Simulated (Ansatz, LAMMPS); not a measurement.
# Charge trapping in glassy 73GeO2-27Al2O3 (mol %) (117 atoms), part 3 of 4

Aim: add and remove one electron in glassy 73GeO2-27Al2O3 (mol %) (117 atoms), with atoms held and relaxed, and read trapping energy and localisation.

Ansatz 0.2.0; Kohn-Sham DFT, PBE, PAW (set soft_1), plane waves; PAW set soft_1.

The cell: 24 Ge, 18 Al and 75 O. The quench rate of 10 K/ps is many orders above laboratory rates. The network of bonds at the start is that of the classical potential that made the cell. Only the Γ point is sampled, in a cell whose shortest periodic width is 12 Å.

So far. Step 6 (An extra electron, atoms relaxed): The relaxation converged after 3 steps, 0.0317 eV below its start, with a largest force component of 0.028 eV/Å. Step 6 (An extra electron, atoms relaxed): An extra electron, atoms relaxed: the energy stands 6.02 eV above that of the reference, with a moment of 0.31 μB. An odd electron should give 1 μB; this run ended with the carrier shared between both spins.

## 7. An extra electron, levels at the relaxed geometry

A single point at the new geometry gives levels and spin density.

Contents of input.yaml:

```yaml
crystal:
  lattice:
    - [11.75225, 0.0, 0.0]
    - [0.0, 11.75225, 0.0]
    - [0.0, 0.0, 11.75225]
  atoms:
    - { symbol: Ge, position: [0.37197, 0.36886, 0.51227] }
    - { symbol: Ge, position: [0.04273, 0.27255, 0.34622] }
    - { symbol: Ge, position: [0.31995, 0.92192, 0.74941] }
    - { symbol: Ge, position: [0.32662, 0.20218, 0.7384] }
    - { symbol: Ge, position: [0.56218, 0.65976, 0.71182] }
    - { symbol: Ge, position: [0.26815, 0.81231, 0.51244] }
    [... 105 atom lines left out ...]
    - { symbol: O, position: [0.74426, 0.40473, 0.48373] }
    - { symbol: O, position: [0.45365, 0.63702, 0.21364] }
    - { symbol: O, position: [0.59221, 0.79866, 0.66442] }
    - { symbol: O, position: [0.36421, 0.59991, 0.98388] }
    - { symbol: O, position: [0.35599, 0.43396, 0.16792] }
    - { symbol: O, position: [0.0677, 0.4649, 0.65421] }
total_charge: -1
kpoints:
  mp_grid: { grid: [1, 1, 1] }
hamiltonian:
  xc: pbe
  pseudopotentials: { kind: paw, azcp: { folder: soft_1 } }
scf:
  occupations: { method: fermi_dirac, width: 0.01 }
  lower_state_search: "off"
output:
  forces: true
  stress: true
  populations: true
  dos:
    method: { smearing: { sigma: 0.15 } }
    de: 0.1
    projected: { site_lists: { Al: [Al], Ge: [Ge], O: [O] } }
  eigenvalues: true
  write_density: true
  write_potential: true
  volumetric_format: npy
magnetization:
  spin_polarized: true
  initial_magnetization: 1
```

Command:

```
$ ansatz run input.yaml --threads 4 --pin off --max-ram 8192MiB --backend cpu --events-out ev --progress --plain --runs-dir out
```

Output:

```text
[...]
Crystal: 117 atoms, lattice volume = 1623.166 Å³
Basis set: ecut = 420 eV, 31559 PW (Γ), exchange–correlation on 160×160×160 points (8 copies of the dense FFT grid, shifted against one another)
Bands: 538, of which v1, the nominal top of the filled ones, is band 421 counted from 1 (420 counted from 0)
Symmetry: 1 space group operations
[...]
k-points: 1
[...]
Starting moments: Σ|m| = 1 μB on 117 of 117 sites
[...]
SCF iter   1: F=—  HF=-155394.450402 eV  |F-HF|=—  |Δ(HF+E_count)|=         —  Δρ=5.22e-2 (↑5.10e-2 ↓5.22e-2)  dr2=1.39e2  dr2_m=1.51e-2  M=1.000 μB ∫|m|=1.056 μB  β_m=1.00  ethr=3.10e-3  ⟨swp⟩=6.0  Hψ=4408  notcnv=0
[...]
SCF iter   2: F=—  HF=-155365.941139 eV  |F-HF|=—  |Δ(HF+E_count)|=         —  Δρ=2.93e-2 (↑2.93e-2 ↓2.93e-2)  dr2=4.16e1  dr2_m=1.09e-3  M=0.696 μB ∫|m|=0.783 μB  β_m=0.30  ethr=3.10e-3  ⟨swp⟩=2.0  Hψ=1755  notcnv=0  defer=220
[...]
SCF iter   8: F=—  HF=-155354.376051 eV  |F-HF|=—  |Δ(HF+E_count)|=   3.05e-3  Δρ=1.98e-4 (↑1.98e-4 ↓1.84e-4)  dr2=1.49e-3  dr2_m=1.44e-4  M=0.558 μB ∫|m|=0.629 μB  β_m=0.30  ethr=6.83e-7  ⟨swp⟩=2.0  Hψ=1712  notcnv=0  defer=220
[...]
SCF iter  10: F=—  HF=-155354.379382 eV  |F-HF|=—  |Δ(HF+E_count)|=   2.12e-3  Δρ=4.60e-5 (↑4.60e-5 ↓4.28e-5)  dr2=8.76e-5  dr2_m=1.10e-5  M=0.503 μB ∫|m|=0.567 μB  β_m=0.68  ethr=1.07e-7  ⟨swp⟩=2.5  Hψ=1713  notcnv=0  defer=220
[...]
SCF iter  18: F=-155354.378613 eV  HF=-155354.378613 eV  |F-HF|=1.01e-8  |Δ(HF+E_count)|=   2.60e-7  Δρ=9.58e-7 (↑9.58e-7 ↓9.05e-7)  dr2=1.73e-8  dr2_m=9.20e-9  M=0.327 μB ∫|m|=0.366 μB  β_m=0.83  ethr=1.19e-11  ⟨swp⟩=19.0  Hψ=9037  notcnv=0
SCF iter  19: F=-155354.378613 eV  HF=-155354.378613 eV  |F-HF|=1.80e-9  |Δ(HF+E_count)|=   9.24e-8  Δρ=4.39e-7 (↑4.39e-7 ↓4.21e-7)  dr2=7.95e-9  dr2_m=7.36e-10  M=0.319 μB ∫|m|=0.357 μB  ethr=2.05e-12  ⟨swp⟩=6.0  Hψ=6324  notcnv=0
SCF 1 converged in 19 iterations: F = -155354.378613 eV  dr2 = 7.95e-9
[...]
SCF converged after 19 iterations
Magnetization: 0.3189 μB (420.6595 up, 420.3405 down)
Absolute magnetization: 0.3394 μB (∫|ρ↑−ρ↓|, with the PAW one-centre terms)
[...]
Per-site moments (μB) at R_I (Å): [(0.00089003, 0.714468), (0.000714237, 0.714517), (0.000383366, 0.710205), (0.00123257, 0.720571), (0.00118114, 0.723414), [...]
Free energy (F): -155354.378613 eV
[...]
Internal energy: -155354.365785 eV  (E = F + TS)
E sigma→0 (E₀):  -155354.372199 eV
Entropy (-TS):   -0.012828 eV (-0.110 meV/atom)
Fermi energy:    6.019799 eV
[...]
Σ components = -155354.378613   (vs F -155354.378613, Δ=0.00e0)
--- Forces (eV/Å), atoms counted from 1 ---
  atom   1  Ge     0.00952085     0.00167589     0.00251869
  atom   2  Ge     0.00735677     0.01089963    -0.00512214
  atom   3  Ge     0.00307515    -0.00213381     0.01178894
  atom   4  Ge    -0.00450835    -0.00890829    -0.00351194
[...]
atom 117  O     -0.00806671     0.00542346    -0.00520349
  max |Σ_I F_I| component: 5.15e-5 eV/Å
--- Stress (GPa, compression-positive) ---
        2.009298       1.974561       0.588965
        1.974557       0.283853       0.136995
        0.588965       0.136992       0.266365
  P = ⅓ Tr σ = 0.8532 GPa (8.532 kbar)
--- Band table (eV) ---
[...]
--- Löwdin populations: 117 sites ---
  site symbol       q [e]    m [muB]
     0     Ge     12.5000     0.0043
     1     Ge     12.5012     0.0033
     2     Ge     12.5194     0.0023
[...]
116      O      6.7494     0.0005
  spilling = 0.006770 (of n_electrons = 841.000000)
```

It took 2.5 min on 4 threads of Arm Neoverse V1, shared host; peak memory 4.2 GiB; 10 min of CPU time.

An extra electron, levels at the relaxed geometry: the energy stands 6.02 eV above that of the reference, with a moment of 0.32 μB. An odd electron should give 1 μB; this run ended with the carrier shared between both spins.

The levels nearest the highest filled one (over half full), pooled over k-points and spins:

| level less the highest filled one (eV) | occupation |
| --- | --- |
| -2.34 | 1 |
| -2.29 | 1 |
| -2.28 | 1 |
| 0 | 0.659 |
| 0.0132 | 0.341 |
| 0.986 | 0 |
| 1.01 | 0 |
| 1.21 | 0 |

Spin density in the bc plane at fractional x = 0.356, with atoms of Ge and Al and O within 0.2 Å of it.

Ten even steps from '0' (-1.59 × 1e-3 e/Å³) to '9' (8.99 × 1e-3 e/Å³), each cell a mean:
```
111111111111111111493111111111111
111111111111111111111111111111111
111111111111111111111111111111111
111112221111111111111111111111111
111112222111111111111111111111111
111112222211111111111111111111111
111112122211111111111111111111122
111112211111111112211111111111111
111111114311111111221111111111111
111111114411111111111111111123211
111111111111221111111111111111111
111111111121012111111111111111111
111111111111122111111111111111111
111111111112111111111111121111111
111111111135311111111111111111111
111111111111111111111111111111111
111111111111111111111111111111111
111111111111111111111111111111111
111111111111111111111111111111111
111111111111112311111111111111111
111111111111123311111111111111111
111111111111111111111111111111111
111111111111111111111111111111111
111111111111111111394111111111111
```
Columns run along b (11.8 Å), rows up along c (11.8 Å). Atoms in or near the plane, at fractional coordinates: Ge at (0.37, 0.51), Al at (0.75, 0.26), O at (0.33, 0.37), O at (0.90, 0.60), O at (0.25, 0.60), O at (0.60, 0.98), O at (0.43, 0.17).

## 8. Neutral at the geometry of the electron

The neutral cell at the new geometry gives the energy of that geometry without the charge.

input.yaml, the sections that differ from step 7:

```yaml
crystal:
  lattice:
    - [11.75225, 0.0, 0.0]
    - [0.0, 11.75225, 0.0]
    - [0.0, 0.0, 11.75225]
  atoms:
    [... the 117 atom lines of step 7 ...]
scf:
  occupations: { method: fixed }
output:
  forces: true
  stress: true
  populations: true
  dos:
    method: { smearing: { sigma: 0.15 } }
    de: 0.1
    projected: { site_lists: { Al: [Al], Ge: [Ge], O: [O] } }
  eigenvalues: true
# kpoints, hamiltonian: as in step 7
# total_charge: removed
# magnetization: removed
```

Output:

```text
[...]
Crystal: 117 atoms, lattice volume = 1623.166 Å³
Basis set: ecut = 420 eV, 31559 PW (Γ), exchange–correlation on 160×160×160 points (8 copies of the dense FFT grid, shifted against one another)
Bands: 537, of which v1, the nominal top of the filled ones, is band 420 counted from 1 (419 counted from 0)
Symmetry: 1 space group operations
[...]
k-points: 1
[...]
SCF iter   1: F=—  HF=-155403.622402 eV  |F-HF|=—  |Δ(HF+E_count)|=         —  Δρ=1.06e-1  dr2=1.46e2  ethr=3.10e-3  ⟨swp⟩=5.0  Hψ=1813  notcnv=0  defer=114
[...]
SCF iter  12: F=—  HF=-155360.364112 eV  |F-HF|=—  |Δ(HF+E_count)|=   6.83e-8  Δρ=2.67e-6  dr2=1.25e-7  ethr=2.45e-10  ⟨swp⟩=2.0  Hψ=785  notcnv=0  defer=113
SCF iter  13: F=-155360.364112 eV  HF=-155360.364112 eV  |F-HF|=1.83e-9  |Δ(HF+E_count)|=   1.62e-7  Δρ=1.44e-6  dr2=2.97e-8  ethr=1.19e-11  ⟨swp⟩=15.0  Hψ=3092  notcnv=0
SCF 1 converged in 13 iterations: F = -155360.364112 eV  dr2 = 2.97e-8
[...]
SCF converged after 13 iterations
Free energy (F): -155360.364112 eV
[...]
Internal energy: -155360.364112 eV  (E = F + TS)
E sigma→0 (E₀):  -155360.364112 eV
Fermi energy:    3.796777 eV
[...]
Σ components = -155360.364112   (vs F -155360.364112, Δ=0.00e0)
--- Forces (eV/Å), atoms counted from 1 ---
  atom   1  Ge     0.05970262    -0.00622936    -0.08300092
  atom   2  Ge     0.03762112    -0.00722225    -0.01683527
  atom   3  Ge     0.02600615    -0.05527021     0.07311097
  atom   4  Ge    -0.09915708    -0.07843944    -0.04464297
[...]
atom 117  O      0.00283387     0.00348148     0.02006911
  max |Σ_I F_I| component: 4.98e-5 eV/Å
--- Stress (GPa, compression-positive) ---
        1.544392       2.051014       0.616108
        2.051010      -0.267563       0.124731
        0.616108       0.124727      -0.296487
  P = ⅓ Tr σ = 0.3268 GPa (3.268 kbar)
--- Band table (eV) ---
[...]
--- Löwdin populations: 117 sites ---
  site symbol       q [e]
     0     Ge     12.4847
     1     Ge     12.4891
     2     Ge     12.5096
[...]
116      O      6.7473
  spilling = 0.006747 (of n_electrons = 840.000000)
```

Wall time 55 s (4 threads); peak memory 2.5 GiB; 3.5 min of CPU time.

Neutral at the geometry of the electron: the energy stands 0.0308 eV above that of the reference.

## 9. An extra hole, atoms held

The electron count changes by one with the atoms held: a vertical process, on a uniform background, with spin and a narrow Fermi–Dirac smearing. Its energy against the neutral cell hangs on the program's zero of potential.

Edit input.yaml of step 8 so:

```diff
@@ -6,3 +6,4 @@
   atoms:
-    [... the 117 atom lines of step 7 ...]
+    [... the 117 atom lines of step 4 ...]
+total_charge: 1
 kpoints:
@@ -13,3 +14,4 @@
 scf:
-  occupations: { method: fixed }
+  occupations: { method: fermi_dirac, width: 0.01 }
+  lower_state_search: "off"
 output:
@@ -23 +25,7 @@
   eigenvalues: true
+  write_density: true
+  write_potential: true
+  volumetric_format: npy
+magnetization:
+  spin_polarized: true
+  initial_magnetization: 1
```

Output:

```text
[...]
Crystal: 117 atoms, lattice volume = 1623.166 Å³
Basis set: ecut = 420 eV, 31559 PW (Γ), exchange–correlation on 160×160×160 points (8 copies of the dense FFT grid, shifted against one another)
Bands: 537, of which v1, the nominal top of the filled ones, is band 420 counted from 1 (419 counted from 0)
Symmetry: 1 space group operations
[...]
k-points: 1
[...]
Starting moments: Σ|m| = 1 μB on 117 of 117 sites
[...]
SCF iter   1: F=—  HF=-155409.900945 eV  |F-HF|=—  |Δ(HF+E_count)|=         —  Δρ=5.44e-2 (↑5.43e-2 ↓5.44e-2)  dr2=1.52e2  dr2_m=2.13e-1  M=1.000 μB ∫|m|=1.059 μB  β_m=1.00  ethr=3.10e-3  ⟨swp⟩=6.0  Hψ=4026  notcnv=0  defer=122
[...]
SCF iter   2: F=—  HF=-155377.054970 eV  |F-HF|=—  |Δ(HF+E_count)|=         —  Δρ=3.18e-2 (↑3.03e-2 ↓3.18e-2)  dr2=4.76e1  dr2_m=1.83e-1  M=0.224 μB ∫|m|=0.420 μB  β_m=0.30  ethr=3.10e-3  ⟨swp⟩=2.5  Hψ=1782  notcnv=0  defer=218
[...]
spin=Collinear: Kerker preconditioning applied to the charge; magnetization (m = ρ↑ − ρ↓) channel mixes plain (no charge-response kernel on spin).
SCF iter   3: F=—  HF=-155370.725470 eV  |F-HF|=—  |Δ(HF+E_count)|=    6.33e0  Δρ=2.54e-2 (↑2.20e-2 ↓2.54e-2)  dr2=2.84e1  dr2_m=5.44e-1  M=0.867 μB ∫|m|=1.000 μB  β_m=0.30  ethr=3.10e-3  ⟨swp⟩=2.0  Hψ=875  notcnv=0  defer=218
SCF iter   4: F=—  HF=-155367.323732 eV  |F-HF|=—  |Δ(HF+E_count)|=    3.40e0  Δρ=1.73e-2 (↑1.57e-2 ↓1.73e-2)  dr2=1.53e1  dr2_m=1.29e-1  M=0.962 μB ∫|m|=1.127 μB  β_m=0.30  ethr=3.10e-3  ⟨swp⟩=2.0  Hψ=1289  notcnv=0  defer=218
[...]
SCF iter  14: F=—  HF=-155363.909974 eV  |F-HF|=—  |Δ(HF+E_count)|=   5.19e-2  Δρ=2.78e-3 (↑1.96e-3 ↓2.78e-3)  dr2=2.68e-1  dr2_m=6.13e-2  M=0.968 μB ∫|m|=1.072 μB  β_m=0.30  ethr=1.46e-4  ⟨swp⟩=1.0  Hψ=1042  notcnv=0  defer=226
[...]
SCF iter  18: F=—  HF=-155363.933890 eV  |F-HF|=—  |Δ(HF+E_count)|=   7.25e-2  Δρ=2.99e-3 (↑1.25e-3 ↓2.99e-3)  dr2=2.42e-1  dr2_m=5.45e-2  M=0.982 μB ∫|m|=1.093 μB  β_m=0.09  ethr=3.20e-5  ⟨swp⟩=2.5  Hψ=1314  notcnv=0  defer=226
[...]
SCF iter  42: F=-155363.928374 eV  HF=-155363.928374 eV  |F-HF|=1.78e-8  |Δ(HF+E_count)|=   1.46e-9  Δρ=9.11e-7 (↑1.54e-7 ↓9.11e-7)  dr2=2.23e-8  dr2_m=2.98e-9  M=0.998 μB ∫|m|=1.099 μB  β_m=0.29  ethr=1.04e-12  ⟨swp⟩=5.5  Hψ=4723  notcnv=0  recentre
SCF iter  43: F=-155363.928374 eV  HF=-155363.928374 eV  |F-HF|=2.44e-9  |Δ(HF+E_count)|=  3.20e-10  Δρ=4.01e-7 (↑8.70e-8 ↓4.01e-7)  dr2=3.73e-9  dr2_m=6.31e-10  M=0.998 μB ∫|m|=1.099 μB  ethr=1.04e-12  ⟨swp⟩=6.0  Hψ=4438  notcnv=0
SCF 1 converged in 43 iterations: F = -155363.928374 eV  dr2 = 3.73e-9
[...]
SCF converged after 43 iterations
Magnetization: 0.9980 μB (419.9990 up, 419.0010 down)
Absolute magnetization: 1.0995 μB (∫|ρ↑−ρ↓|, with the PAW one-centre terms)
[...]
Per-site moments (μB) at R_I (Å): [(-5.750632e-5, 0.713176), (-4.256737e-5, 0.714151), (-0.000164032, 0.709417), (-2.221918e-5, 0.718350), (-0.000106431, [...]
Free energy (F): -155363.928374 eV
[...]
Internal energy: -155363.913352 eV  (E = F + TS)
E sigma→0 (E₀):  -155363.920863 eV
Entropy (-TS):   -0.015022 eV (-0.128 meV/atom)
Fermi energy:    3.400983 eV
[...]
Σ components = -155363.928374   (vs F -155363.928374, Δ=0.00e0)
--- Forces (eV/Å), atoms counted from 1 ---
  atom   1  Ge     0.00961570     0.03560476     0.08100159
  atom   2  Ge     0.01613614    -0.05468334    -0.10537692
  atom   3  Ge    -0.32684174     0.26162795    -0.27163253
  atom   4  Ge     0.04209621     0.14533637     0.02388615
[...]
atom 117  O      0.01003866     0.03665729    -0.02986222
  max |Σ_I F_I| component: 2.57e-5 eV/Å
--- Stress (GPa, compression-positive) ---
        2.165830       1.970736       0.693016
        1.970732       0.352777       0.202558
        0.693016       0.202554       0.277187
  P = ⅓ Tr σ = 0.9319 GPa (9.319 kbar)
--- Band table (eV) ---
[...]
--- Löwdin populations: 117 sites ---
  site symbol       q [e]    m [muB]
     0     Ge     12.4766    -0.0006
     1     Ge     12.4790    -0.0009
     2     Ge     12.4954    -0.0040
[...]
116      O      6.7351     0.0208
  spilling = 0.006714 (of n_electrons = 839.000000)
```

Elapsed: 4 min, on 4 threads; peak memory 4.2 GiB.

An extra hole, atoms held: the energy stands 3.53 eV below that of the reference, with a moment of 1.00 μB.

The levels nearest the highest filled one (over half full), pooled over k-points and spins:

| level less the highest filled one (eV) | occupation |
| --- | --- |
| -0.0495 | 0.998 |
| -0.0254 | 0.98 |
| -0.0117 | 0.927 |
| 0 | 0.797 |
| 0.0222 | 0.299 |
| 2.70 | 0 |
| 2.70 | 0 |
| 3.73 | 0 |

Spin density in the bc plane at fractional x = 0.356, with atoms of Ge and Al and O within 0.2 Å of it.

Values in units of 1e-2 e/Å³, 13 rows by 16 columns, each cell a mean:
```
0.1 0.0 0.0 0.0 0.0 0.0 0.0 0.0 0.0 0.1 0.0 0.0 0.0 0.0 0.0 0.1
0.0 0.0 0.0 0.0 0.0 0.0 0.0 0.0 0.0 0.0 0.0 0.0 0.0 0.2 0.5 0.1
0.0 0.0 0.0 0.0 0.0 0.0 0.0 0.0 0.0 0.0 0.0 0.0 0.0 0.0 0.2 0.0
0.0 0.0 0.0 0.0 0.0 0.0 0.0 0.0 0.0 0.0 0.0 0.0 0.0 0.0 0.0 0.0
0.0 0.0 0.0 0.0 0.1 0.0 0.0 0.0 0.0 0.0 0.0 0.0 0.0 0.4 0.8 0.2
0.0 0.0 0.0 0.2 0.1 0.0 0.0 0.0 0.0 0.0 0.0 0.0 0.0 0.2 1.2 0.5
1.1 0.4 0.0 0.0 0.0 0.0 0.0 0.0 0.0 0.0 0.0 0.0 0.0 0.0 0.0 0.2
6.9 1.7 0.0 0.0 0.1 0.3 0.1 0.0 0.0 0.0 0.0 0.1 0.3 0.0 0.0 0.5
2.3 1.9 0.1 0.0 0.1 0.3 0.1 0.0 0.0 0.0 0.0 0.0 0.0 0.0 0.0 0.0
0.0 0.1 0.1 0.1 0.0 0.0 0.0 0.0 0.0 0.0 0.0 0.0 0.0 0.1 0.6 0.1
0.0 0.0 0.4 1.5 0.2 0.0 0.4 0.8 0.0 0.0 0.0 0.0 0.0 0.0 0.3 0.1
0.0 0.0 0.1 2.1 0.6 0.0 0.2 0.1 0.0 0.0 0.0 0.0 0.0 0.0 0.0 0.0
0.9 0.0 0.0 0.1 0.0 0.0 0.0 0.0 0.0 0.0 0.0 0.0 0.0 0.0 0.0 0.6
```
Columns run along b (11.8 Å), rows up along c (11.8 Å). Atoms in or near the plane, at fractional coordinates: Ge at (0.37, 0.51), Al at (0.75, 0.26), O at (0.33, 0.37), O at (0.90, 0.60), O at (0.25, 0.60), O at (0.60, 0.98), O at (0.43, 0.17).

## 10. An extra hole, atoms relaxed

The atoms now respond to the charge; the energy gained comes from screening by the atoms, from trapping if the charge localises, and from any strain left in the reference.

Input and log are left out; they have the form of those shown for this kind of step.

Elapsed: 7.8 min, on 4 threads of Arm Neoverse V1, shared host; peak memory 4.2 GiB.

The relaxation converged after 4 steps, 0.106 eV below its start, with a largest force component of 0.038 eV/Å.

An extra hole, atoms relaxed: the energy stands 3.64 eV below that of the reference, with a moment of 1.00 μB.

## 11. An extra hole, levels at the relaxed geometry

A single point at the new geometry gives levels and spin density.

Input and log are left out; they have the form of those shown for this kind of step.

Run time: 3.1 min. Hardware: 4 threads of Arm Neoverse V1, shared host; peak memory 4.2 GiB; 12 min of CPU time.

An extra hole, levels at the relaxed geometry: the energy stands 3.64 eV below that of the reference, with a moment of 1.00 μB.

A closer look about O62, which holds the most spin: 12 atoms, nearest first, numbered in the order of the input, with positions taken from that point.

| atom | x | y | z | distance (Å) | Löwdin charge (e) | moment (μB) |
| --- | --- | --- | --- | --- | --- | --- |
| O62 | 0.00 | 0.00 | 0.00 | 0.00 | -0.79 | 0.14 |
| Al33 | -1.67 | 0.19 | -0.48 | 1.75 | 1.37 | 0.00 |
| Al27 | 1.29 | -0.94 | -0.76 | 1.77 | 1.37 | 0.00 |
| O93 | 0.41 | -1.84 | -1.97 | 2.73 | -0.86 | 0.03 |
| O82 | 2.02 | 0.31 | -1.86 | 2.76 | -0.75 | 0.02 |
| O103 | -2.40 | -1.33 | 0.49 | 2.78 | -0.68 | 0.00 |
| O83 | -0.34 | -1.64 | 2.38 | 2.91 | -0.64 | 0.01 |
| O48 | -1.91 | -0.20 | -2.21 | 2.93 | -0.85 | 0.00 |
| O50 | -2.84 | 1.48 | -0.23 | 3.21 | -0.75 | 0.00 |
| O57 | 2.35 | -2.19 | -0.13 | 3.22 | -0.73 | 0.04 |
| Ge6 | -1.31 | -2.68 | 1.35 | 3.27 | 1.50 | 0.00 |
| O86 | -0.47 | 2.42 | 2.32 | 3.39 | -0.67 | 0.00 |

The distance from O62 to Al33 changes most, from 1.72 Å in the neutral cell to 1.75 Å.

The levels nearest the highest filled one (over half full), pooled over k-points and spins:

| level less the highest filled one (eV) | occupation |
| --- | --- |
| -0.0762 | 1 |
| -0.0683 | 1 |
| -0.0261 | 0.982 |
| 0 | 0.803 |
| 0.027 | 0.215 |
| 2.54 | 0 |
| 2.54 | 0 |
| 3.57 | 0 |

(Continued in part 4 of 4.)

[Long decimals in the printed logs are rounded to 6 places.]

[Logs are printed without paths, hosts, clocks, repeated set-up lines and the standing remarks that a program may print on its own settings, such as how far it seeks lower states.]

[Hosts, paths, dates, database ids (printed as entryN), source tags and the programs' standing remarks are cut or masked in the printed files.]
